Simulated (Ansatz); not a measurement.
# Sc on Nb(110): change of the work function, part 4 of 5

How does Sc on the hollow site change the work function of Nb(110) as the layer fills?

Ansatz 0.2.0; plane-wave DFT, PBE, Ansatz PAW (the session's first sound run).

So far, work function, upper face (eV): step 2 (the clean slab, PBE) 4.49; step 3 (the covered slab, coverage 0.25 ML, PBE) 2.61; step 4 (the covered slab, coverage 0.5 ML, PBE) 2.78; step 6 (the 0.25 ML cell at another level of theory, cutoff 500 eV, functional r2SCAN) 2.54.

## 7. The 0.25 ML cell at another level of theory, cutoff 420 eV, functional revpbe

This step: plane-wave DFT, revPBE, Ansatz PAW (Ansatz 0.2.0).

The geometry is kept and the functional is revPBE.

Contents of input.yaml:

```yaml
crystal:
  lattice:
    - [4.6669047558, -3.3, 0.0]
    - [4.6669047558, 3.3, 0.0]
    - [0.0, 0.0, 28.0605220633]
  atoms:
    - { symbol: Nb, position: [0.0, 0.0, 0.3207353013] }
    - { symbol: Nb, position: [0.25, 0.25, 0.4038931404] }
    - { symbol: Nb, position: [0.0002332153, 0.0002332153, 0.4877077736] }
    - { symbol: Nb, position: [0.2547967033, 0.2547967033, 0.5719063343] }
    - { symbol: Nb, position: [0.0, 0.5, 0.3207353013] }
    - { symbol: Nb, position: [0.25, 0.75, 0.4038931404] }
    - { symbol: Nb, position: [0.0002189402, 0.5002201611, 0.4881106459] }
    - { symbol: Nb, position: [0.2460858276, 0.7543867037, 0.5677241448] }
    - { symbol: Nb, position: [0.5, 0.0, 0.3207353013] }
    - { symbol: Nb, position: [0.75, 0.25, 0.4038931404] }
    - { symbol: Nb, position: [0.5002201611, 0.0002189402, 0.4881106459] }
    - { symbol: Nb, position: [0.7543867037, 0.2460858276, 0.5677241448] }
    - { symbol: Nb, position: [0.5, 0.5, 0.3207353013] }
    - { symbol: Nb, position: [0.75, 0.75, 0.4038931404] }
    - { symbol: Nb, position: [0.5001917841, 0.5001917841, 0.4869472638] }
    - { symbol: Nb, position: [0.745603585, 0.745603585, 0.5719364886] }
    - { symbol: Sc, position: [0.5003320224, 0.5003320224, 0.6464626097] }
kpoints:
  mp_grid: { grid: [6, 6, 1] }
hamiltonian:
  xc: revpbe
scf:
  occupations: { method: fermi_dirac, width: 0.1 }
  convergence: { dr2_threshold: 1.0e-08 }
efield:
  axis: 3
  dipole_correction: true
  ramp_position: 0.97
  ramp_width: 0.06
output:
  write_potential: true
  write_density: true
  volumetric_format: npy
```

Launch:

```sh
$ ansatz run input.yaml --threads 4 --pin off --max-ram 6144MiB --backend cpu --events-out ev --progress --plain --runs-dir out
```

Numbers of over 12 decimals in the logs are rounded to 6 here.

The log of the run:

```text
[...]
Crystal: 17 atoms, lattice volume = 864.308 Å³
Basis set: ecut = 420 eV, 16869 PW (Γ)
Bands: 132, of which v1, the nominal top of the filled ones, is band 110 counted from 1 (109 counted from 0)
Symmetry: 2 space group operations
[...]
k-points: 13 of 36 (time reversal used)
[...]
SCF iter   1: F=—  HF=-75047.004319 eV  |F-HF|=—  |Δ(HF+E_count)|=         —  Δρ=9.58e-3  dr2=1.88e1  ethr=1.77e-3  p=0.355 e·Å  D=7.43e-2 V/Å  ΔV_dip=-2.08 eV  dr2_dipole=2.33e0  V_vac-E_F(+/−)=2.82/4.90 eV  ⟨swp⟩=9.9  Hψ=8505  notcnv=0
[...]
SCF iter   9: F=-75046.588544 eV  HF=-75046.588544 eV  |F-HF|=2.63e-9  |Δ(HF+E_count)|=   4.75e-8  Δρ=7.83e-7  dr2=7.90e-9  ethr=4.57e-12  p=0.326 e·Å  D=6.82e-2 V/Å  ΔV_dip=-1.91 eV  dr2_dipole=4.43e-11  V_vac-E_F(+/−)=2.49/4.41 eV  ⟨swp⟩=16.7  Hψ=6365  notcnv=0
SCF 1 converged in 9 iterations: F = -75046.588544 eV  dr2 = 7.90e-9
[...]
SCF converged after 9 iterations
Free energy (F): -75046.588544 eV
[...]
Internal energy: -75045.842604 eV  (E = F + TS)
E sigma→0 (E₀):  -75046.215574 eV
Entropy (-TS):   -0.745940 eV (-43.879 meV/atom)
Fermi energy:    4.181850 eV
Dipole field:    D = 0.068230 V/Å  (p = 0.325899 e·Å, saw-weighted, corrected)
Work function:   Φ+ = 2.4906 eV   Φ− = 4.4051 eV
[...]
--- Band table (eV; the first three rows and the last of 13) ---
  k-point 0: bands = [... 106 lower, 4.2802, 4.3352, 4.4973, 4.6918, 4.8279, 4.9576, 5.0159, 5.1357, ... 18 higher]
  k-point 1: bands = [... 106 lower, 4.1952, 4.2333, 4.4271, 4.5803, 4.7596, 4.8159, 4.8659, 4.9405, ... 18 higher]
  k-point 2: bands = [... 106 lower, 3.8727, 3.9430, 4.0355, 4.2477, 4.3451, 4.4144, 4.4433, 4.4896, ... 18 higher]
  k-point 12: bands = [... 106 lower, 3.9313, 4.1018, 4.2744, 4.2810, 4.3240, 4.3425, 4.3503, 4.3836, ... 18 higher]
```

Wall time 72 s (4 threads of Arm Neoverse V1, shared host); peak memory 3.1 GiB.

This step gave:

```yaml
energy_at_zero_smearing: -75046.2156 eV
work_function_upper_face: 2.491 eV
work_function_lower_face: 4.405 eV
dipole_along_the_normal: 0.3259 e·Å
step_between_the_vacuum_levels: -1.915 eV
```

The work function comes to 2.49 eV, -0.12 eV from the first level.

## 8. The 0.25 ML cell at another level of theory, cutoff 420 eV, functional PBEsol

This step: plane-wave DFT, PBEsol, Ansatz PAW (Ansatz 0.2.0).

The geometry is kept and the functional is PBEsol.

input.yaml: that of step 7 with these lines changed.

```diff
@@ -26,3 +26,3 @@
 hamiltonian:
-  xc: revpbe
+  xc: pbesol
 scf:
```

The log of the run:

```text
[...]
Crystal: 17 atoms, lattice volume = 864.308 Å³
Basis set: ecut = 420 eV, 16869 PW (Γ)
Bands: 132, of which v1, the nominal top of the filled ones, is band 110 counted from 1 (109 counted from 0)
Symmetry: 2 space group operations
[...]
k-points: 13 of 36 (time reversal used)
[...]
k-point 0: bands = [... 106 lower, 4.0936, 4.1471, 4.3143, 4.4829, 4.6418, 4.7761, 4.8522, 4.9548, ... 18 higher]
  k-point 1: bands = [... 106 lower, 4.0119, 4.0477, 4.2387, 4.3806, 4.5799, 4.6270, 4.6817, 4.7591, ... 18 higher]
  k-point 2: bands = [... 106 lower, 3.6852, 3.7550, 3.8487, 4.0578, 4.1570, 4.2304, 4.2558, 4.3040, ... 18 higher]
  k-point 12: bands = [... 106 lower, 3.7352, 3.9155, 4.0847, 4.0900, 4.1369, 4.1447, 4.1530, 4.1906, ... 18 higher]
[key lines of the parts left out:]
SCF converged after 9 iterations
Free energy (F): -74029.645995 eV
Fermi energy:    3.994721 eV
Dipole field:    D = 0.070123 V/Å  (p = 0.334940 e·Å, saw-weighted, corrected)
Work function:   Φ+ = 2.6498 eV   Φ− = 4.6175 eV
```

It took 72 s on 4 threads; peak memory 3.1 GiB; 4.6 min of CPU time.

The work function comes to 2.65 eV, +0.03 eV from the first level.

## 9. The series together

Times are for 4 threads of Arm Neoverse V1, shared host. The runs compared:

| no. | functional | work function, upper face (eV) | dipole along the normal (e·Å) | time | memory (GiB) |
| --- | --- | --- | --- | --- | --- |
| 1 | r2scan | 2.537 | 0.3510 | 2.3 min | 5.1 |
| 2 | revpbe | 2.491 | 0.3259 | 72 s | 3.1 |
| 3 | pbesol | 2.650 | 0.3349 | 72 s | 3.1 |

## 10. A changed input

This step: plane-wave DFT, PBE, Ansatz PAW (Ansatz 0.2.0).

System of this step: Sc/Nb(110). The cell holds 18 atoms: 16 Nb and 2 Sc. Cell: a = 5.716 Å, b = 5.716 Å, c = 28.061 Å, α = 90.0°, β = 90.0°, γ = 70.5°. Vacuum lies along c.

A run with a changed input: it repeats the earlier run at 0.5 ML with scf.mixing.algorithm to anderson and scf.mixing.beta to 0.05.

Contents of input.yaml:

```yaml
crystal:
  lattice:
    - [4.6669047558, -3.3, 0.0]
    - [4.6669047558, 3.3, 0.0]
    - [0.0, 0.0, 28.0605220633]
  atoms:
    - { symbol: Nb, position: [0.0, 0.0, 0.3207353013] }
    - { symbol: Nb, position: [0.25, 0.25, 0.4038931404] }
    - { symbol: Nb, position: [0.0, 0.0, 0.4880973195] }
    - { symbol: Nb, position: [0.25, 0.25, 0.5678090404] }
    - { symbol: Nb, position: [0.0, 0.5, 0.3207353013] }
    - { symbol: Nb, position: [0.25, 0.75, 0.4038931404] }
    - { symbol: Nb, position: [0.0, 0.5, 0.4880973195] }
    - { symbol: Nb, position: [0.25, 0.75, 0.5678090404] }
    - { symbol: Nb, position: [0.5, 0.0, 0.3207353013] }
    - { symbol: Nb, position: [0.75, 0.25, 0.4038931404] }
    - { symbol: Nb, position: [0.5, 0.0, 0.4880973195] }
    - { symbol: Nb, position: [0.75, 0.25, 0.5678090404] }
    - { symbol: Nb, position: [0.5, 0.5, 0.3207353013] }
    - { symbol: Nb, position: [0.75, 0.75, 0.4038931404] }
    - { symbol: Nb, position: [0.5, 0.5, 0.4880973195] }
    - { symbol: Nb, position: [0.75, 0.75, 0.5678090404] }
    - { symbol: Sc, position: [0.42, 0.42, 0.6792646987] }
    - { symbol: Sc, position: [0.92, 0.92, 0.6792646987] }
kpoints:
  mp_grid: { grid: [6, 6, 1] }
hamiltonian:
  xc: pbe
scf:
  occupations: { method: fermi_dirac, width: 0.1 }
  convergence: { dr2_threshold: 1.0e-08 }
  mixing: { algorithm: anderson, beta: 0.05 }
efield:
  axis: 3
  dipole_correction: true
  ramp_position: 0.97
  ramp_width: 0.06
relax:
  f_tol: 0.02
  max_steps: 60
  constraints: [{ sites: [0, 1, 4, 5, 8, 9, 12, 13] }]
output:
  bader: true
  dos: { projected: true, e_range: [-8, 4] }
  write_potential: true
  write_density: true
  volumetric_format: npy
```

The log of the run:

```text
[...]
Crystal: 18 atoms, lattice volume = 864.308 Å³
Basis set: ecut = 420 eV, 16869 PW (Γ), exchange–correlation on 80×80×384 points (8 copies of the dense FFT grid, shifted against one another)
Bands: 138, of which v1, the nominal top of the filled ones, is band 115 counted from 1 (114 counted from 0)
Symmetry: 4 space group operations
[...]
k-points: 13 of 36 (time reversal used)
[...]
SCF iter   1: F=—  HF=-77099.086721 eV  |F-HF|=—  |Δ(HF+E_count)|=         —  Δρ=9.24e-3  dr2=1.78e1  ethr=1.77e-3  p=0.316 e·Å  D=6.62e-2 V/Å  ΔV_dip=-1.86 eV  dr2_dipole=7.98e0  V_vac-E_F(+/−)=3.12/4.98 eV  ⟨swp⟩=10.6  Hψ=9028  notcnv=0
[...]
SCF iter  22: F=-77098.702522 eV  HF=-77098.702522 eV  |F-HF|=2.67e-8  |Δ(HF+E_count)|=   5.73e-8  Δρ=8.44e-7  dr2=6.21e-9  ethr=4.35e-12  p=0.201 e·Å  D=4.22e-2 V/Å  ΔV_dip=-1.18 eV  dr2_dipole=1.35e-11  V_vac-E_F(+/−)=3.34/4.53 eV  ⟨swp⟩=11.3  Hψ=11582  notcnv=0
SCF 1 converged in 22 iterations: F = -77098.702522 eV  dr2 = 6.21e-9
[...]
relax step   1: F+E_penalty+E_count = -77098.70252232 eV  Δ(F+E_penalty+E_count) = +0.000e0 eV  max|allowed force component| = 1.276e0 eV/Å  Δτ_max = 0.0000 Å  (22 SCF iters, accepted)
[...]
SCF iter  26: F=-77099.441883 eV  HF=-77099.441883 eV  |F-HF|=1.31e-8  |Δ(HF+E_count)|=   8.12e-9  Δρ=6.16e-7  dr2=3.82e-9  ethr=4.35e-12  p=0.214 e·Å  D=4.47e-2 V/Å  ΔV_dip=-1.25 eV  dr2_dipole=5.92e-12  V_vac-E_F(+/−)=3.27/4.52 eV  ⟨swp⟩=7.7  Hψ=12121  notcnv=0
SCF 2 converged in 26 iterations: F = -77099.441883 eV  dr2 = 3.82e-9
[...]
relax step   2: F+E_penalty+E_count = -77099.44188348 eV  Δ(F+E_penalty+E_count) = -7.394e-1 eV  max|allowed force component| = 1.206e0 eV/Å  Δτ_max = 0.1948 Å  (26 SCF iters, accepted)
[...]
SCF iter  25: F=-77099.965002 eV  HF=-77099.965002 eV  |F-HF|=2.71e-8  |Δ(HF+E_count)|=   4.44e-9  Δρ=8.30e-7  dr2=8.57e-9  ethr=4.35e-12  p=0.241 e·Å  D=5.06e-2 V/Å  ΔV_dip=-1.42 eV  dr2_dipole=8.03e-10  V_vac-E_F(+/−)=3.10/4.52 eV  ⟨swp⟩=8.6  Hψ=12917  notcnv=0
SCF 3 converged in 25 iterations: F = -77099.965002 eV  dr2 = 8.57e-9
relax step   3: F+E_penalty+E_count = -77099.96500203 eV  Δ(F+E_penalty+E_count) = -5.231e-1 eV  max|allowed force component| = 9.632e-1 eV/Å  Δτ_max = 0.1912 Å  (25 SCF iters, accepted)
[...]
relax step   4: F+E_penalty+E_count = -77100.27760627 eV  Δ(F+E_penalty+E_count) = -3.126e-1 eV  max|allowed force component| = 3.922e-1 eV/Å  Δτ_max = 0.1949 Å  (24 SCF iters, accepted)
[...]
relax step   5: F+E_penalty+E_count = -77100.45207536 eV  Δ(F+E_penalty+E_count) = -1.745e-1 eV  max|allowed force component| = 3.436e-1 eV/Å  Δτ_max = 0.2000 Å  (23 SCF iters, accepted)
[...]
relax step   6: F+E_penalty+E_count = -77100.61342063 eV  Δ(F+E_penalty+E_count) = -1.613e-1 eV  max|allowed force component| = 1.946e-1 eV/Å  Δτ_max = 0.1947 Å  (26 SCF iters, accepted)
[...]
relax step   7: F+E_penalty+E_count = -77100.68943574 eV  Δ(F+E_penalty+E_count) = -7.602e-2 eV  max|allowed force component| = 8.210e-2 eV/Å  Δτ_max = 0.2000 Å  (21 SCF iters, accepted)
[...]
relax step   8: F+E_penalty+E_count = -77100.70183799 eV  Δ(F+E_penalty+E_count) = -1.240e-2 eV  max|allowed force component| = 7.542e-2 eV/Å  Δτ_max = 0.1541 Å  (20 SCF iters, accepted)
SCF iter   1: F=—  HF=-77100.704955 eV  |F-HF|=—  |Δ(HF+E_count)|=         —  Δρ=8.68e-4  dr2=6.57e-2  ethr=9.21e-5  p=0.296 e·Å  D=6.19e-2 V/Å  ΔV_dip=-1.74 eV  dr2_dipole=1.90e-2  V_vac-E_F(+/−)=2.78/4.52 eV  ⟨swp⟩=2.0  Hψ=2888  notcnv=0
[...]
SCF iter  16: F=-77100.703283 eV  HF=-77100.703283 eV  |F-HF|=8.37e-9  |Δ(HF+E_count)|=   9.24e-9  Δρ=8.72e-7  dr2=8.86e-9  ethr=4.35e-12  p=0.296 e·Å  D=6.19e-2 V/Å  ΔV_dip=-1.74 eV  dr2_dipole=1.03e-10  V_vac-E_F(+/−)=2.78/4.52 eV  ⟨swp⟩=8.8  Hψ=10451  notcnv=0
SCF 9 converged in 16 iterations: F = -77100.703283 eV  dr2 = 8.86e-9
relax step   9: F+E_penalty+E_count = -77100.70328280 eV  Δ(F+E_penalty+E_count) = -1.445e-3 eV  max|allowed force component| = 1.129e-2 eV/Å  Δτ_max = 0.0148 Å  (16 SCF iters, accepted)
[...]
SCF converged after 16 iterations
Stability not checked: this state was not tested for a lower state beside it, because the mixer in use, unlike msr1, does not test its closes by its own steps (another_mixer; see scf.mixing.algorithm and scf.lower_state_search)
Free energy (F): -77100.703283 eV
[...]
Internal energy: -77099.906698 eV  (E = F + TS)
E sigma→0 (E₀):  -77100.304990 eV
Entropy (-TS):   -0.796585 eV (-44.255 meV/atom)
Fermi energy:    4.422071 eV
Dipole field:    D = 0.061912 V/Å  (p = 0.295723 e·Å, saw-weighted, corrected)
Work function:   Φ+ = 2.7814 eV   Φ− = 4.5187 eV
[...]
--- Forces (eV/Å), atoms counted from 1 ---
  atom   1  Nb     0.00008193     0.00000000     0.30652541
  atom   2  Nb     0.00065594     0.00000000    -0.39879091
  atom   3  Nb    -0.00267156    -0.00000000    -0.00075096
  atom   4  Nb    -0.00599043    -0.00000000    -0.00123295
  atom   5  Nb    -0.00002753    -0.00000000     0.36327497
  atom   6  Nb     0.00099976    -0.00000000    -0.26957156
  atom   7  Nb    -0.00220214     0.00000000    -0.00324278
  atom   8  Nb     0.01129007     0.00000000     0.00245898
  atom   9  Nb    -0.00002753    -0.00000000     0.36327497
  atom  10  Nb     0.00099976    -0.00000000    -0.26957156
  atom  11  Nb    -0.00220214     0.00000000    -0.00324278
  atom  12  Nb     0.01129007     0.00000000     0.00245898
  atom  13  Nb     0.00008193     0.00000000     0.30652541
  atom  14  Nb     0.00065594     0.00000000    -0.39879091
  atom  15  Nb    -0.00267156    -0.00000000    -0.00075096
  atom  16  Nb    -0.00599043    -0.00000000    -0.00123295
  atom  17  Sc    -0.00217101     0.00000000     0.00136097
  atom  18  Sc    -0.00217101     0.00000000     0.00136097
  max |Σ_I F_I| component: 6.99e-5 eV/Å
--- Band table (eV; the first three rows and the last of 13) ---
  k-point 0: bands = [... 111 lower, 4.4453, 4.4853, 4.5830, 4.9782, 5.1084, 5.1217, 5.1401, 5.1743, ... 19 higher]
  k-point 1: bands = [... 111 lower, 4.3593, 4.4055, 4.6470, 4.8546, 4.8717, 4.9734, 5.0409, 5.0441, ... 19 higher]
  k-point 2: bands = [... 111 lower, 4.1706, 4.1881, 4.2727, 4.4446, 4.5370, 4.5824, 4.6476, 4.7142, ... 19 higher]
  k-point 12: bands = [... 111 lower, 4.1156, 4.3182, 4.3647, 4.4996, 4.5596, 4.5634, 4.5729, 4.5832, ... 19 higher]
--- Relaxed structure (9 steps of the walk, 9 accepted, 0 SCFs on fresh bases) ---
  F+E_penalty+E_count = -77100.70328280 eV   max|allowed force component| = 1.129e-2 eV/Å
  atoms:
    - { symbol: Nb, position: [0.0, 0.0, 0.3207353013] }
    - { symbol: Nb, position: [0.25, 0.25, 0.4038931404] }
    - { symbol: Nb, position: [3.308801856510213e-5, 3.308801856510213e-5, 0.487156] }
    - { symbol: Nb, position: [0.250128, 0.250128, 0.573789] }
    - { symbol: Nb, position: [0.0, 0.5, 0.3207353013] }
    - { symbol: Nb, position: [0.25, 0.75, 0.4038931404] }
    - { symbol: Nb, position: [5.932484344461919e-5, 0.500059, 0.487858] }
    - { symbol: Nb, position: [0.249922, 0.749922, 0.567894] }
    - { symbol: Nb, position: [0.5, 0.0, 0.3207353013] }
    - { symbol: Nb, position: [0.75, 0.25, 0.4038931404] }
    - { symbol: Nb, position: [0.500059, 5.932484344461919e-5, 0.487858] }
    - { symbol: Nb, position: [0.749922, 0.249922, 0.567894] }
    - { symbol: Nb, position: [0.5, 0.5, 0.3207353013] }
    - { symbol: Nb, position: [0.75, 0.75, 0.4038931404] }
    - { symbol: Nb, position: [0.500033, 0.500033, 0.487156] }
    - { symbol: Nb, position: [0.750128, 0.750128, 0.573789] }
    - { symbol: Sc, position: [0.500274, 0.500274, 0.648257] }
    - { symbol: Sc, position: [1.000274, 1.000274, 0.648257] }
--- Bader charges: 18 sites ---
  site symbol  charge [e]  shift [e]
     0     Nb     -0.0885     0.0000
     1     Nb      0.0832     0.0000
     2     Nb      0.0237     0.0000
     3     Nb     -0.2363     0.0000
     4     Nb     -0.0816     0.0000
     5     Nb      0.0972     0.0000
     6     Nb      0.0551     0.0000
     7     Nb     -0.5005     0.0002
     8     Nb     -0.0816     0.0000
     9     Nb      0.0972     0.0000
    10     Nb      0.0551     0.0000
    11     Nb     -0.5005     0.0002
    12     Nb     -0.0885     0.0000
    13     Nb      0.0833     0.0000
    14     Nb      0.0237     0.0000
    15     Nb     -0.2363     0.0000
    16     Sc      0.6475     0.0002
    17     Sc      0.6475     0.0002
  estimated error of the sums over rays = 5.8e-4 e
```

The job ended after 15 min (4 threads; peak memory 3.3 GiB).

Relaxation path:

| step | energy less that of the first step (eV) | largest force component (eV/Å) |
| --- | --- | --- |
| 1 | 0.0000 | 1.2763 |
| 2 | -0.7394 | 1.2056 |
| 3 | -1.2625 | 0.9632 |
| 4 | -1.5751 | 0.3922 |
| 5 | -1.7496 | 0.3436 |
| 6 | -1.9109 | 0.1946 |
| 7 | -1.9869 | 0.0821 |
| 8 | -1.9993 | 0.0754 |
| 9 | -2.0008 | 0.0113 |

The run keeps the 4 symmetry operations that it works with, so distortions that break them were not tested.

The atoms that moved most (Å):

| atom | dx | dy | dz | length |
| --- | --- | --- | --- | --- |
| Sc17 | 0.749 | 0.000 | -0.870 | 1.148 |
| Sc18 | 0.749 | 0.000 | -0.870 | 1.148 |
| Nb4 | 0.001 | 0.000 | 0.168 | 0.168 |
| Nb16 | 0.001 | 0.000 | 0.168 | 0.168 |
| Nb15 | 0.000 | 0.000 | -0.026 | 0.026 |
| Nb3 | 0.000 | 0.000 | -0.026 | 0.026 |
| Nb7 | 0.001 | 0.000 | -0.007 | 0.007 |
| Nb11 | 0.001 | 0.000 | -0.007 | 0.007 |

The relaxed structure:

```xyz
18
Lattice="4.6669 -3.3000 0.0000 4.6669 3.3000 0.0000 0.0000 0.0000 28.0605" Properties=species:S:1:pos:R:3
Nb    0.0000    0.0000    9.0000
Nb    2.3335    0.0000   11.3335
Nb    0.0003    0.0000   13.6699
Nb    2.3347    0.0000   16.1008
Nb    2.3335    1.6500    9.0000
Nb    4.6669    1.6500   11.3335
Nb    2.3340    1.6500   13.6895
Nb    4.6662    1.6500   15.9354
Nb    2.3335   -1.6500    9.0000
Nb    4.6669   -1.6500   11.3335
Nb    2.3340   -1.6500   13.6895
Nb    4.6662   -1.6500   15.9354
Nb    4.6669    0.0000    9.0000
Nb    7.0004    0.0000   11.3335
Nb    4.6672    0.0000   13.6699
Nb    7.0016    0.0000   16.1008
Sc    4.6695    0.0000   18.1904
Sc    9.3364    0.0000   18.1904
```

Numbers from this step:

```
energy at zero smearing        : -77100.3050 eV
work function, upper face      : 2.781 eV
work function, lower face      : 4.519 eV
dipole along the normal        : 0.2957 e·Å
step between the vacuum levels : -1.737 eV
```

The density of states has structure finer than the step of the table below, so its rows give means over 0.25 eV, whole bins alone (the curve runs from -8 to 1.32 eV). Peaks (eV: height): -2.830: 36.1, -2.350: 32.2, -1.590: 40.4, -1.290: 55.1, -0.990: 30.2, -0.570: 37.9, -0.300: 44.8.

Table of density of states by energy, zero at the Fermi level; means over each step:

| energy (eV) | density of states (states/eV a cell) |
| --- | --- |
| -5.75 | 0 |
| -5.50 | 0.627 |
| -5.25 | 0.907 |
| -5.00 | 1.03 |
| -4.75 | 1.20 |
| -4.50 | 2.18 |
| -4.25 | 2.74 |
| -4.00 | 3.27 |
| -3.75 | 2.94 |
| -3.50 | 10.2 |
| -3.25 | 18.8 |
| -3.00 | 14.8 |
| -2.75 | 24.6 |
| -2.50 | 25.4 |
| -2.25 | 21.9 |
| -2.00 | 16.4 |
| -1.75 | 16.1 |
| -1.50 | 31.3 |
| -1.25 | 32.0 |
| -1.00 | 23.4 |
| -0.75 | 21.5 |
| -0.50 | 33.8 |
| -0.25 | 31.2 |
| 0.00 | 24.0 |
| 0.25 | 21.0 |
| 0.50 | 22.5 |
| 0.75 | 17.2 |
| 1.00 | 17.3 |

Projected DOS per atom over height of the atomic layer and energy from the Fermi level. Layers: Nb4 Nb4 Nb4 Nb4 Sc2 from below.

Ten even steps from '_' (0.00 states/eV) to '@' (2.82 states/eV), each cell a mean:
```
--::::::%%
--::::::@@
==::::--##
++==++****
##==++++==
++======..
**##**++..
::::--==::
====--++::
==++++==..
::====::__
..::::..__
__________
__________
__________
__________
__________
__________
__________
__________
__________
__________
```
Columns: height of the atomic layer (Å) from 9 to 18.2; rows upwards: energy from the Fermi level (eV) from -7.96 to 1.25.

| quantity | this run | earlier run | difference |
| --- | --- | --- | --- |
| work function, upper face (eV) | 2.781 | 2.782 | -1.1e-4 |
| work function, lower face (eV) | 4.519 | 4.519 | 1.5e-4 |
| dipole along the normal (e·Å) | 0.2957 | 0.2957 | 4.3e-5 |

Nothing in the table moves by 0.01 in its unit (for the dipole 0.5 % and 5e-5 e·Å). The run took 203 SCF cycles against 93.

(Continued in part 5 of 5.)

[Logs are printed without paths, hosts, clocks, repeated set-up lines and the standing remarks that a program may print on its own settings, such as how far it seeks lower states.]

[Hosts, paths, dates, database ids (printed as entryN), source tags and the programs' standing remarks are cut or masked in the printed files.]

[Maps of the electrostatic potential energy from Ansatz leave out the sawtooth potential of an applied field or a dipole correction, so their vacuum need not be flat; planar profiles and work functions include it.]
